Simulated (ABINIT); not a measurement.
# K2Pt (Fm-3m): G0W0 with ABINIT, start to end

How does a plane-wave GW calculation on K2Pt (Fm-3m) run from the first input to the gap?

Program: ABINIT 10.8.3. Level of theory: LDA and many-body steps on it, plane waves. Results are calculated unless marked as measured.

Report form: the programs' logs are mostly left out.

## Step 1: Set-up

It takes space group Fm-3m (No. 225, cubic). The conventional cell has a = 7.563 Å, b = 7.563 Å, c = 7.563 Å, α = 90.00°, β = 90.00°, γ = 90.00°. K has 4 Pt at 3.27 Å nearest. Nearest to Pt lie 8 K at 3.27 Å. Farther neighbours are not listed.

Structure file:

```cif
data_structure
_symmetry_space_group_name_H-M 'P 1'
_symmetry_Int_Tables_number 1
_cell_length_a 5.3478
_cell_length_b 5.3478
_cell_length_c 5.3478
_cell_angle_alpha 60.000
_cell_angle_beta 60.000
_cell_angle_gamma 60.000
_cell_volume 108.15
loop_
_atom_site_label
_atom_site_type_symbol
_atom_site_fract_x
_atom_site_fract_y
_atom_site_fract_z
_atom_site_occupancy
K1 K 0.75000 0.75000 0.75000 1
K2 K 0.25000 0.25000 0.25000 1
Pt3 Pt 0.00000 0.00000 0.00000 1
```

The cell and positions are those that the Materials Project relaxed with its own functionals (PBE, PBE+U or r2SCAN), kept fixed. Spin-orbit coupling is left out unless a step names it.

## Step 2: Ground state

This step: ABINIT 10.8.3; DFT, LDA, plane waves, norm-conserving pseudopotentials.

The ground-state density comes first.

run.abi reads:

```
acell 3*1.0 Angstrom
rprim 
  -0.000000000000 3.781463140000 3.781463140000
  3.781463140000 -0.000000000000 3.781463140000
  3.781463140000 3.781463140000 -0.000000000000
ntypat 2
znucl 19 78
natom 3
typat 1 1 2
xred 
  0.750000000000 0.750000000000 0.750000000000
  0.250000000000 0.250000000000 0.250000000000
  0.000000000000 0.000000000000 0.000000000000
pp_dirpath "pseudos"
pseudos "K.upf, Pt.upf"
ecut 34
ngkpt 6 6 6
nshiftk 1
shiftk 0 0 0
kptopt 1
chksymbreak 0
nband 23
occopt 1
tolvrs 1e-10
nstep 60
prtwf 0
optforces 0
optstress 0
indata_prefix "in"
outdata_prefix "out"
tmpdata_prefix "tmp"
```

Run with:

```bash
$ OMP_NUM_THREADS=1 mpirun -n 4 abinit run.abi > log
```

Elapsed: 46 s, on 4 MPI ranks of Intel Xeon 6975P-C (Granite Rapids), shared host; peak memory 0.47 GiB; 3 min of CPU time.

This step gave:

| Property | Result |
| --- | --- |
| total energy | -5184.0959 eV |
| gap | 1.306 eV |
| k of the valence top | 0.5, 0.5, 0 |
| k of the conduction bottom | 0.5, 0, 0 |
| least direct gap | 1.381 eV |

The gap is indirect, with the least direct gap 0.07 eV higher.

## Step 3: Bands along the symmetry lines

Levels along a band path, at the cheap level, show where the edges lie and whether the meshes to come will hold them.

run.abi reads:

```
acell 3*1.0 Angstrom
rprim 
  -0.000000000000 3.781463140000 3.781463140000
  3.781463140000 -0.000000000000 3.781463140000
  3.781463140000 3.781463140000 -0.000000000000
ntypat 2
znucl 19 78
natom 3
typat 1 1 2
xred 
  0.750000000000 0.750000000000 0.750000000000
  0.250000000000 0.250000000000 0.250000000000
  0.000000000000 0.000000000000 0.000000000000
pp_dirpath "pseudos"
pseudos "K.upf, Pt.upf"
ecut 34
iscf -2
irdden 1
kptopt 0
nkpt 50
kpt 
  0.00000000 0.00000000 0.00000000
  0.06250000 0.00000000 0.06250000
  0.12500000 0.00000000 0.12500000
  0.18750000 0.00000000 0.18750000
  0.25000000 0.00000000 0.25000000
  0.31250000 0.00000000 0.31250000
  0.37500000 0.00000000 0.37500000
  0.43750000 0.00000000 0.43750000
  0.50000000 0.00000000 0.50000000
  0.51562500 0.03125000 0.51562500
  0.53125000 0.06250000 0.53125000
  0.54687500 0.09375000 0.54687500
  0.56250000 0.12500000 0.56250000
  0.57812500 0.15625000 0.57812500
  0.59375000 0.18750000 0.59375000
  0.60937500 0.21875000 0.60937500
  0.62500000 0.25000000 0.62500000
  0.37500000 0.37500000 0.75000000
  0.32812500 0.32812500 0.65625000
  0.28125000 0.28125000 0.56250000
  0.23437500 0.23437500 0.46875000
  0.18750000 0.18750000 0.37500000
  0.14062500 0.14062500 0.28125000
  0.09375000 0.09375000 0.18750000
  0.04687500 0.04687500 0.09375000
  0.00000000 0.00000000 0.00000000
  0.06250000 0.06250000 0.06250000
  0.12500000 0.12500000 0.12500000
  0.18750000 0.18750000 0.18750000
  0.25000000 0.25000000 0.25000000
  0.31250000 0.31250000 0.31250000
  0.37500000 0.37500000 0.37500000
  0.43750000 0.43750000 0.43750000
  0.50000000 0.50000000 0.50000000
  0.50000000 0.46875000 0.53125000
  0.50000000 0.43750000 0.56250000
  0.50000000 0.40625000 0.59375000
  0.50000000 0.37500000 0.62500000
  0.50000000 0.34375000 0.65625000
  0.50000000 0.31250000 0.68750000
  0.50000000 0.28125000 0.71875000
  0.50000000 0.25000000 0.75000000
  0.50000000 0.21875000 0.71875000
  0.50000000 0.18750000 0.68750000
  0.50000000 0.15625000 0.65625000
  0.50000000 0.12500000 0.62500000
  0.50000000 0.09375000 0.59375000
  0.50000000 0.06250000 0.56250000
  0.50000000 0.03125000 0.53125000
  0.50000000 0.00000000 0.50000000
istwfk *1
nband 25
nbdbuf 2
tolwfr 1e-08
nstep 40
prtwf 0
prtvol 0
indata_prefix "in"
outdata_prefix "out"
tmpdata_prefix "tmp"
```

The job ended after 69 s (4 MPI ranks; peak memory 0.48 GiB; 4.6 min of CPU time).

This step gave:

* gap: 1.306 eV
* k of the valence top: 0.5, 0, 0.5
* k of the conduction bottom: 0.5, 0.5, 0.5
* least direct gap: 1.381 eV

The gap is 1.306 eV, as in the run before at this level.

Electronic bands along the path, in eV, zero at the top of the highest filled band:

```tsv
point	band 15	band 16	band 17	band 18	band 19	band 20	band 21	band 22
Γ	-0.20	-0.07	-0.07	-0.07	3.47	3.47	3.47	5.50
halfway	-0.19	-0.10	-0.06	-0.06	2.24	3.80	3.80	5.07
X	-0.35	-0.06	-0.06	0.00	1.50	3.73	4.13	4.13
halfway	-0.33	-0.09	-0.06	-0.01	1.65	3.36	4.15	4.21
U	-0.27	-0.15	-0.07	-0.05	2.05	2.72	4.18	4.37
jump to K	-0.27	-0.15	-0.07	-0.05	2.05	2.72	4.18	4.37
halfway	-0.16	-0.16	-0.08	-0.08	2.19	3.48	3.93	5.52
Γ	-0.20	-0.07	-0.07	-0.07	3.47	3.47	3.47	5.50
halfway	-0.17	-0.13	-0.07	-0.07	2.27	3.78	3.78	5.80
L	-0.15	-0.15	-0.07	-0.07	1.31	4.12	4.12	6.02
halfway	-0.18	-0.18	-0.11	-0.07	1.78	3.22	3.98	4.95
W	-0.24	-0.24	-0.06	-0.06	2.55	2.55	3.19	5.05
halfway	-0.31	-0.13	-0.06	-0.03	1.80	3.37	3.51	4.65
X	-0.35	-0.06	-0.06	0.00	1.50	3.73	4.13	4.13
```

## Step 4: Empty states on the mesh, 2×2×2 mesh, 68 bands

The sums over transitions need many empty states on a uniform mesh; this step solves for them.

run.abi reads:

```
acell 3*1.0 Angstrom
rprim 
  -0.000000000000 3.781463140000 3.781463140000
  3.781463140000 -0.000000000000 3.781463140000
  3.781463140000 3.781463140000 -0.000000000000
ntypat 2
znucl 19 78
natom 3
typat 1 1 2
xred 
  0.750000000000 0.750000000000 0.750000000000
  0.250000000000 0.250000000000 0.250000000000
  0.000000000000 0.000000000000 0.000000000000
pp_dirpath "pseudos"
pseudos "K.upf, Pt.upf"
ecut 34
ngkpt 2 2 2
nshiftk 1
shiftk 0 0 0
kptopt 1
chksymbreak 0
iscf -2
irdden 1
istwfk *1
nband 68
nbdbuf 6
tolwfr 1e-09
nstep 60
prtvol 0
indata_prefix "in"
outdata_prefix "out"
tmpdata_prefix "tmp"
```

The job ended after 15 s (4 MPI ranks; peak memory 0.37 GiB).

Numbers from this step:

```yaml
gap: 1.306 eV
k_of_the_valence_top: 0.5, 0.5, 0
k_of_the_conduction_bottom: 0.5, 0, 0
least_direct_gap: 1.381 eV
k_points_computed: 3
lowest_point_of_the_top_converged_band_above_the_valence_top: 25.42 eV
```

On this mesh the gap is 1.306 eV.

## Step 5: Screening, 2×2×2 mesh, 62 bands, screening to 87.1 eV

The RPA dielectric matrix is built and inverted for each q.

This step: RPA screening on LDA, plane waves, norm-conserving pseudopotentials.

run.abi, as its differences from that of step 4:

```diff
@@ -21,10 +21,11 @@
 chksymbreak 0
-iscf -2
-irdden 1
 istwfk *1
-nband 68
-nbdbuf 6
-tolwfr 1e-09
-nstep 60
-prtvol 0
+occopt 1
+irdwfk 1
+optdriver 3
+nband 62
+ecuteps 3.2
+inclvkb 2
+awtr 1
+symchi 1
 indata_prefix "in"
```

The job ended after 9 s (4 MPI ranks; peak memory 0.81 GiB).

This step gave:

- ε∞ with local fields, on this mesh, along the program's q direction: 8.916
- the same without local fields: 13.44
- plasma frequency: 21.42 eV
- plane waves in the screening matrix: 181

Local fields lower ε∞ by 34 %. On a Γ-centred mesh this coarse the value itself is usually too large, while a short band sum pulls it down.

## Step 6: Self-energy, 2×2×2 mesh, 62 bands, screening to 87.1 eV

The self-energy is evaluated for the states that the input lists, and the levels follow from it, in one-shot runs by the linearised quasiparticle equation.

This step: G0W0 on LDA, plane waves, norm-conserving pseudopotentials.

run.abi, as its differences from that of step 5:

```diff
@@ -24,8 +24,19 @@
 irdwfk 1
-optdriver 3
+optdriver 4
 nband 62
+gwcalctyp 0
+ecutsigx 34
+symsigma 1
+nkptgw 3
+kptgw 
+  0.5000000000 0.5000000000 0.0000000000
+  0.5000000000 0.0000000000 0.0000000000
+  0.0000000000 0.0000000000 0.0000000000
+bdgw 
+  16 20
+  17 21
+  16 21
 ecuteps 3.2
-inclvkb 2
-awtr 1
-symchi 1
+irdscr 1
+ppmodel 1
 indata_prefix "in"
```

Elapsed: 7.3 s, on 4 MPI ranks; peak memory 0.89 GiB.

This step gave:

* G0W0 gap on the points computed: 1.989 eV
* starting gap on the mesh: 1.306 eV
* k of the valence top: 0.5, 0.5, 0
* k of the conduction bottom: 0.5, 0, 0
* Z at the valence top: 0.746
* Z at the conduction bottom: 0.812
* least direct G0W0 gap on the computed points: 2.083 eV

The gap on the mesh goes from 1.31 eV to 1.99 eV, a correction of +0.68 eV.

Limits: finite bands, cutoff and mesh; no spin polarisation; d states lean on the start; no spin-orbit coupling; coarse k mesh. v1 is the top filled band, c1 the lowest empty one. Levels before and after the correction, in eV, zero at the valence-band top of each column:

```tsv
	conduction bottom	valence top
Kohn-Sham	1.31	0.00
G0W0	1.99	0.00
```

```tsv
	level	energy (eV)
Kohn-Sham	(0.5 0.5 0) v3-v2	-0.061
Kohn-Sham	(0.5 0.5 0) v1	0.000
Kohn-Sham	(0.5 0.5 0) c1	1.502
Kohn-Sham	(0.5 0.5 0) c2	3.734
Kohn-Sham	(0.5 0 0) v2-v1	-0.075
Kohn-Sham	(0.5 0 0) c1	1.306
Kohn-Sham	(0.5 0 0) c2-c3	4.123
G0W0	(0.5 0.5 0) v3-v2	-0.077
G0W0	(0.5 0.5 0) v1	0.000
G0W0	(0.5 0.5 0) c1	2.474
G0W0	(0.5 0.5 0) c2	4.365
G0W0	(0.5 0 0) v2-v1	-0.094
G0W0	(0.5 0 0) c1	1.989
G0W0	(0.5 0 0) c2-c3	5.541
```

## Step 7: Where the time went

Times are wall times on 4 MPI ranks of Intel Xeon 6975P-C (Granite Rapids), shared host, good to a factor of about two.

```tsv
step	time	share	memory (GiB)
ground state	46 s	31 %	0.47
bands along the symmetry lines	69 s	47 %	0.48
empty states on the mesh	15 s	10 %	0.37
screening	9 s	6 %	0.81
self-energy	7.3 s	5 %	0.89
```

## Step 8: What came out

* LDA gap: 1.31 eV, indirect
* G0W0 gap on the mesh: 1.99 eV
* GW settings: 2×2×2 mesh, 62 bands, screening to 87.1 eV, Godby-Needs plasmon pole
* known limits: not at the basis limit; no spin polarisation; d states lean on the start; no spin-orbit coupling; coarse k mesh

In words: G0W0 moves the gap on the mesh from 1.31 eV to 1.99 eV (+0.68 eV), with Z of 0.75 and 0.81 at the edges. Local fields lower the RPA ε∞ on this mesh from 13.44 to 8.92; a Γ-centred mesh this coarse tends to raise both, most where the direct gap is narrow, while a short band sum lowers them. The dearest step here is «bands along the symmetry lines». Bands and cutoff are finite, so the gap is not at the basis limit. The miss can reach some tenths of an eV and take either sign; the mesh is an error of its own. The 2×2×2 mesh is coarse for this cell, which bears on the long-range parts of exchange and screening. The runs have no spin polarisation. For a closed low-spin shell that is the natural state; where a d or f shell is open it is a constraint, and the gap is then not the crystal's own. With d states at the gap, one-shot GW leans hard on its start. The many-body steps are scalar-relativistic: spin-orbit coupling is not in them.

[Paths, hosts, dates, memory and timing lines, banners, echoed tables and standing remarks are left out of the program output.]

[Logs are printed without paths, hosts, clocks, repeated set-up lines and the standing remarks that a program may print on its own settings, such as how far it seeks lower states.]

[Runs of the session that timed out or met a known fault of the program may be left out.]

[Hosts, paths, dates, database ids (printed as entryN), source tags and the programs' standing remarks are cut or masked in the printed files.]

[G0W0 gaps are taken among the corrected bands and points alone; a level outside them can change the order at an edge.]

[Where Ansatz stands beside ABINIT at settings called matched, ABINIT's density can come from a denser mesh and the files from another edition; pairs whose starting gaps differed by over 0.03 eV were left out, so agreement reads better than it is.]
